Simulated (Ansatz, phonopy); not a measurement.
# Quasi-harmonic thermodynamics of K (Im-3m), part 2 of 3

Aim: the lattice, expansion, heat capacity and bulk modulus of K as it warms.

Measurements to reproduce:
- heat capacity C_P per formula unit 29.4 J/mol/K near room temperature (given in “High-Throughput Prediction of Finite-Temperature Properties using the Quasi-Harmonic Approximation”, 2016, arXiv:1603.06924)

Ansatz 0.2.0; DFT PBEsol, scalar-relativistic, plane waves, PAW.

So far. Step 4 (Tight relaxation): The residual pressure is -2.9e-5 GPa, small enough for phonons. Step 5 (A new level, relaxed again): The residual pressure is -3.6e-5 GPa, small enough for phonons. The relaxed cell has a = 5.215 Å (conventional setting).

The database entry behind the starting cell lists a temperature near 5 K, so it need not match the best structure at ambient conditions.

**6. Phonons on strained cells, cutoff 550 eV**

Thermal expansion follows from how the free energy of the vibrations (and of the electrons in a metal) changes with strain, so the program makes strained cells, their phonons and a fit in one run.

Input file input.yaml:

```yaml
crystal:
  lattice:
    - [-2.6074342262, 2.6074342262, 2.6074342262]
    - [2.6074342262, -2.6074342262, 2.6074342262]
    - [2.6074342262, 2.6074342262, -2.6074342262]
  atoms:
    - { symbol: K, position: [0.0, 0.0, 0.0] }
kpoints:
  mp_grid: { grid: [12, 12, 12] }
hamiltonian:
  xc: pbesol
scf:
  occupations: { method: methfessel_paxton, width: 0.2 }
  lower_state_search: "off"
output:
  eigenvalues: true
basis:
  ecutwfc: 550.0
phonons:
  method: dfpt
  qmesh: [4, 4, 4]
  temperatures: { t_max: 300.0, t_step: 25 }
  thermal_expansion: {}
```

Command:

```
> ansatz run input.yaml --threads 4 --pin off --max-ram 16384MiB --backend cpu --events-out ev --progress --plain --runs-dir out
```

Numbers of over 12 decimals in the logs are rounded to 6 here.

The log of the run:

```text
[...]
Crystal: 1 atoms, lattice volume = 70.909 Å³
Basis set: ecut = 550 eV, 2093 PW (Γ), exchange–correlation on 72×72×72 points (8 copies of the dense FFT grid, shifted against one another)
Bands: 9, of which v1, the nominal top of the filled ones, is band 5 counted from 1 (4 counted from 0)
Symmetry: 48 space group operations
[...]
k-points: 72 of 1728
[...]
SCF iter   1: F=—  HF=-1516.027896 eV  |F-HF|=—  |Δ(HF+E_count)|=         —  Δρ=1.25e-3  dr2=6.07e-4  ethr=1.77e-3  ⟨swp⟩=5.1  Hψ=4616  notcnv=0
[...]
SCF iter   8: F=-1516.027476 eV  HF=-1516.027476 eV  |F-HF|=9.09e-13  |Δ(HF+E_count)|=  2.02e-11  S|Δr|=    0.00e0  Δρ=4.15e-8  dr2=1.74e-12  ethr=1.00e-12  ⟨swp⟩=5.1  Hψ=2199  notcnv=0
SCF 1 converged in 8 iterations: F = -1516.027476 eV  dr2 = 1.74e-12
[...]
relax step   1: F+E_penalty+E_count = -1516.02747579 eV  Δ(F+E_penalty+E_count) = +0.000e0 eV  max|allowed force component| = 0.000e0 eV/Å  Δτ_max = 0.0000 Å  (8 SCF iters, accepted)
SCF converged after 8 iterations
[...]
Free energy (F): -1516.027476 eV
[...]
Internal energy: -1516.026223 eV  (E = F + TS)
E sigma→0 (E₀):  -1516.027162 eV
Entropy (-TS):   -0.001253 eV (-1.253 meV/atom)
Fermi energy:    1.851160 eV
[...]
--- Stress (GPa, compression-positive) ---
       -0.000036      -0.000000      -0.000000
        0.000000      -0.000036       0.000000
        0.000000       0.000000      -0.000036
  P = ⅓ Tr σ = -0.0000 GPa (-0.000 kbar)
--- Band table (eV; the first three rows and the last of 72) ---
[...]
── thermal expansion: 3 new cells, 3 in all ──
thermal expansion: relaxation of cell 2
thermal expansion: relaxation of cell 3
── thermal expansion: 2 new cells, 5 in all ──
thermal expansion: relaxation of cell 4
thermal expansion: electrons of cell 4
thermal expansion: phonons of cell 4
thermal expansion: relaxation of cell 5
thermal expansion: electrons of cell 1
thermal expansion: electrons of cell 2
thermal expansion: electrons of cell 3
thermal expansion: electrons of cell 5
thermal expansion: phonons of cell 5
── thermal expansion: 7 new cells, 12 in all ──
thermal expansion: relaxation of cell 6
thermal expansion: relaxation of cell 7
thermal expansion: relaxation of cell 8
thermal expansion: relaxation of cell 9
thermal expansion: relaxation of cell 10
thermal expansion: relaxation of cell 11
thermal expansion: relaxation of cell 12
thermal expansion: electrons of cell 6
thermal expansion: electrons of cell 7
thermal expansion: electrons of cell 8
thermal expansion: electrons of cell 9
thermal expansion: electrons of cell 10
thermal expansion: electrons of cell 11
thermal expansion: electrons of cell 12
thermal expansion: phonons of cell 6
thermal expansion: phonons of cell 7
thermal expansion: phonons of cell 8
thermal expansion: phonons of cell 9
--- Relaxed structure (1 steps of the walk, 1 accepted, 0 SCFs on fresh bases) ---
  F+E_penalty+E_count = -1516.02747579 eV   max|allowed force component| = 0.000e0 eV/Å
  atoms:
    - { symbol: K, position: [0.0, 0.0, 0.0] }
--- Thermal expansion: 12 cells in 3 rounds, 0 GPa ---
  no lower state was looked for at cell 4: scf.lower_state_search: off
  without vibrations: a 4.51617, b 4.51617, c 4.51617 Å, V 70.9071 Å³, B 3.73 GPa
  at 0 K: a 4.52724, b 4.52724, c 4.52724 Å, V 71.4298 Å³, B 3.66 GPa
  zero-point expansion: a +0.245, b +0.245, c +0.245, V +0.737 %
      T/K        a/Å        b/Å        c/Å       V/Å³ | expansion of a, b, c, V (1e-6/K)   | that of V in the mean from 25 °C | C_P, C_V (J/mol K of the cell) | B_T, B_S (GPa)
     0.00    4.52724    4.52724    4.52724    71.4298 |    0.00    0.00    0.00    0.00 |  193.39 |     0.000     0.000 |     3.66     3.66
    50.00    4.53403    4.53403    4.53403    71.7517 |   55.24   55.24   55.24  165.73 |  215.24 |    20.961    20.749 |     3.57     3.61
   100.00    4.54816    4.54816    4.54816    72.4246 |   66.76   66.76   66.76  200.27 |  224.76 |    24.552    23.951 |     3.43     3.52
   150.00    4.56400    4.56400    4.56400    73.1839 |   72.02   72.02   72.02  216.07 |  233.00 |    25.711    24.697 |     3.28     3.42
   200.00    4.58099    4.58099    4.58099    74.0043 |   76.61   76.61   76.61  229.84 |  241.42 |    26.498    25.024 |     3.13     3.32
   250.00    4.59912    4.59912    4.59912    74.8864 |   81.44   81.44   81.44  244.33 |  250.45 |    27.226    25.226 |     2.97     3.21
   298.15    4.61776    4.61776    4.61776    75.8004 |   86.65   86.65   86.65  259.95 |       - |    27.962    25.375 |     2.81     3.10
   300.00    4.61850    4.61850    4.61850    75.8369 |   86.86   86.86   86.86  260.59 |  260.33 |    27.992    25.380 |     2.81     3.10
  the static fit leaves 0.000 meV an atom of the energies and, of the stresses, 0.000 GPa of each cell's largest along a strain (root mean squares over the cells), whose Pulay part it has at -0.000 GPa
  vibrations' free energy: its fit leaves 0.0000 meV an atom at the most
  the electrons' free energy at temperature is in it; its fit leaves 0.0000 meV an atom at the most
  free energies summed between the sampled wave vectors
  estimated error of the fitted expansion in any direction: up to 0.100e-6/K, at 300 K (an estimate, not a bound: it was exceeded on models of known expansion)
  by sums over the sampled wave vectors an expansion of the volume parts by up to 0.93e-6/K
  by a static energy of one degree less an expansion of the volume parts by up to 0.28e-6/K
```

Wall time 18 min (4 threads of Arm Neoverse V2, shared host); peak memory 3.4 GiB.

Numbers from this step:

```
pressure                                         : -3.63e-5 GPa
volume expansion coefficient at 298 K            : 259.9 1e-6/K
C_P at 298 K                                     : 27.96 J/mol-atom/K
entropy at 298 K                                 : 64.50 J/mol-atom/K
isothermal bulk modulus at 298 K                 : 2.813 GPa
Grüneisen parameter at 298 K                     : 1.316
volume at 298 K                                  : 75.8 Å³/atom
principal linear expansion coefficients at 298 K : 86.65, 86.65, 86.65 1e-6/K
```

Strained cells of the study; zero-point energy where phonons were solved; the pressures are stresses at a fixed cutoff and can carry an offset from the finite basis. Expansion cells, by row:

```
cell  |a| (Å)  |b| (Å)  |c| (Å)  V (Å³/atom)  E - E_lowest (meV/atom)  pressure, compression positive (GPa)  gap (eV)  zero-point energy (meV/atom)
   1    4.516    4.516    4.516        70.91                        0                                     0         -                             -
   2    4.552    4.552    4.552        72.62                    0.465                                -0.085         -                             -
   3     4.48     4.48     4.48        69.23                    0.477                                 0.093         -                             -
   4    4.516    4.516    4.516        70.92                        0                                -0.001         -                         9.575
   5    4.539    4.539    4.539        71.99                    0.187                                -0.055         -                         9.395
   6    4.569    4.569    4.569        73.43                    0.988                                -0.122         -                         9.157
   7    4.596    4.596    4.596        74.72                    2.194                                -0.177         -                         8.949
   8    4.622    4.622    4.622        76.03                    3.855                                -0.228         -                         8.741
   9    4.649    4.649    4.649        77.37                    5.958                                -0.276         -                         8.534
  10    4.472    4.472    4.472        68.83                    0.743                                 0.117         -                             -
  11    4.494    4.494    4.494        69.87                    0.182                                 0.057         -                             -
  12    4.687    4.687    4.687        79.24                     9.54                                -0.336         -                             -
```

Quasi-harmonic; a, b, c are the run's own cell vectors. Expansion, by row:

```
T (K)  a (Å)  b (Å)  c (Å)  alpha (deg)  beta (deg)  gamma (deg)  cell volume (Å³/cell)  alpha_a (1e-6/K)  alpha_b (1e-6/K)  alpha_c (1e-6/K)  alpha_V (1e-6/K)  C_P (J/mol-atom/K)  C_V (J/mol-atom/K)  S (J/mol-atom/K)  B_T (GPa)  B_S (GPa)  Grueneisen  extrapolation  fit error (1e-6/K)
    0  4.527  4.527  4.527        109.5       109.5        109.5                  71.43                 0                 0                 0                 0                   0                   0                 0       3.66       3.66           -              0                   0
   25  4.529  4.529  4.529        109.5       109.5        109.5                   71.5             33.73             33.73             33.73             101.2               13.14                13.1             7.918       3.63       3.65       1.209              0                0.01
   50  4.534  4.534  4.534        109.5       109.5        109.5                  71.75             55.24             55.24             55.24             165.7               20.96               20.75             19.99       3.57       3.61       1.233              0                0.02
   75  4.541  4.541  4.541        109.5       109.5        109.5                  72.07             62.79             62.79             62.79             188.4               23.44               23.03             29.04        3.5       3.57       1.244              0                0.03
  100  4.548  4.548  4.548        109.5       109.5        109.5                  72.42             66.76             66.76             66.76             200.3               24.55               23.95             35.95       3.43       3.52       1.252              0                0.03
  125  4.556  4.556  4.556        109.5       109.5        109.5                   72.8              69.6              69.6              69.6             208.8               25.22               24.42              41.5       3.36       3.47       1.259              0                0.03
  150  4.564  4.564  4.564        109.5       109.5        109.5                  73.18             72.02             72.02             72.02             216.1               25.71                24.7             46.15       3.28       3.42       1.267              0                0.03
  175  4.572  4.572  4.572        109.5       109.5        109.5                  73.59             74.32             74.32             74.32               223               26.12               24.89             50.14       3.21       3.37       1.274              0                0.05
  200  4.581  4.581  4.581        109.5       109.5        109.5                     74             76.61             76.61             76.61             229.8                26.5               25.02             53.65       3.13       3.32       1.282              0                0.06
  225   4.59   4.59   4.59        109.5       109.5        109.5                  74.44             78.97             78.97             78.97             236.9               26.86               25.13              56.8       3.05       3.26        1.29              0                0.08
  250  4.599  4.599  4.599        109.5       109.5        109.5                  74.89             81.44             81.44             81.44             244.3               27.23               25.23             59.64       2.97       3.21       1.298              0                0.08
  275  4.609  4.609  4.609        109.5       109.5        109.5                  75.35             84.06             84.06             84.06             252.2                27.6               25.31             62.26       2.89       3.15       1.307              0                0.07
298.1  4.618  4.618  4.618        109.5       109.5        109.5                   75.8             86.65             86.65             86.65             259.9               27.96               25.38              64.5       2.81        3.1       1.316              0                0.09
  300  4.619  4.619  4.619        109.5       109.5        109.5                  75.84             86.86             86.86             86.86             260.6               27.99               25.38             64.67       2.81        3.1       1.316              0                 0.1
```

The expansion coefficient by temperature; values in 1e-6/K:

```
temperature (K)  volume  principal 1
              0       0            0
             25     101         33.7
             50     166         55.2
             75     188         62.8
            100     200         66.8
            125     209         69.6
            150     216         72.0
            175     223         74.3
            200     230         76.6
            225     237         79.0
            250     244         81.4
            275     252         84.1
            298     260         86.7
            300     261         86.9
```

At 298 K the volume expansion is 260 × 10⁻⁶/K and B_T is 2.81 GPa.

**7. Free-energy fit**

This step: DFT PBEsol, scalar-relativistic, plane waves, PAW (phonopy 4.10.0).

The energy (each curve on its own zero) by volume; values in meV/atom:

```
volume (Å³/atom)  static  F at 0 K  F at 300 K
           70.92       0      0.52        4.31
           71.99    0.19      0.52        3.05
           73.43    0.99      1.09        1.88
           74.72    2.19      2.08        1.32
           76.03    3.86      3.54        1.18
           77.37    5.96      5.43        1.44
```

Phonopy-qha, vinet fit of F(V) at each temperature. Qha vinet, by row:

```
T (K)  fitted volume (Å³/atom)  alpha_V (1e-6/K)  B_T (GPa)  C_P (J/mol-atom/K)  Grueneisen
   75                    72.07             186.7        3.5               23.69       1.241
  100                    72.42             199.8       3.43               24.74       1.258
  125                     72.8             208.6       3.36               25.36        1.27
  150                    73.18               216       3.29               25.81       1.281
  175                    73.59             222.9       3.21                26.2       1.291
  200                       74             229.9       3.13               26.56       1.301
  225                    74.44               237       3.05               26.91       1.312
  250                    74.89             244.4       2.97               27.27       1.323
  275                    75.35             252.3       2.89               27.63       1.335
```

Volume expansion coefficient against temperature; values in 1e-6/K:

```
temperature (K)  phonopy-qha, Vinet  Ansatz's own study
           75.0                 187                 188
          100.0                 200                 200
          125.0                 209                 209
          150.0                 216                 216
          175.0                 223                 223
          200.0                 230                 230
          225.0                 237                 237
          250.0                 244                 244
          275.0                 252                 252
```

[end of part 2 of 3]

[Logs are printed without paths, hosts, clocks, repeated set-up lines and the standing remarks that a program may print on its own settings, such as how far it seeks lower states.]

[Hosts, paths, dates, database ids (printed as entryN), source tags and the programs' standing remarks are cut or masked in the printed files.]

[A step with changed settings may run another functional than the one named; its input shows which.]
